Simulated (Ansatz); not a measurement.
An input for Ansatz 0.2.0 (SrTiO3 (Tausonite)):

```yaml
crystal:
  lattice:
    - [3.90528, 0.0, 0.0]
    - [0.0, 3.90528, 0.0]
    - [0.0, 0.0, 3.90528]
  atoms:
    - { symbol: Sr, position: [0.5, 0.5, 0.5] }
    - { symbol: Ti, position: [0.0, 0.0, 0.0] }
    - { symbol: O, position: [0.5, 0.0, 0.0] }
    - { symbol: O, position: [0.0, 0.5, 0.0] }
    - { symbol: O, position: [0.0, 0.0, 0.5] }
kpoints:
  mp_grid: { grid: [4, 4, 4] }
hamiltonian:
  xc: pbe
  pseudopotentials: { kind: paw, source: ansatz }
scf:
  occupations: { method: fixed }
gw:
  n_empty_bands: 177
  ecut_chi: 120
  qp_bands: [v2, c2]
  qp_kpoints: band_edges
  screening: { model: contour_deformation }
```

```sh
ansatz run input.yaml --threads 3 --pin off --max-ram 92160MiB --backend cuda --events-out ev --progress --plain --runs-dir out --devices 1 --max-vram 13GiB  # rebuilt from the run's record
```

**Question.** How long will it take on 1 × NVIDIA H100 80GB HBM3 (shared by 6 runs) with 3 threads of AMD EPYC 7R13 (Zen 3), shared host, and how much memory?

It took 19 s; on shared hardware allow 9.7 s to 39 s. Peak host memory was 1.2 GiB. The sizes that set the cost: 3887 plane waves a state, 10 irreducible k points, 197 bands summed, 179 plane waves in the screening and 10 SCF cycles.

The screening grows as filled bands × empty bands × pairs of k points, times the square of the screening basis for the matrix.

[Paths, hosts, dates, memory and timing lines, banners, echoed tables and standing remarks are left out of the program output.]

[Logs are printed without paths, hosts, clocks, repeated set-up lines and the standing remarks that a program may print on its own settings, such as how far it seeks lower states.]

[Runs of the session that timed out or met a known fault of the program may be left out.]

[Cells called generated may have been cut or substituted from an entry of the Crystallography Open Database or the Materials Project.]

[Hosts, paths, dates, database ids (printed as entryN), source tags and the programs' standing remarks are cut or masked in the printed files.]
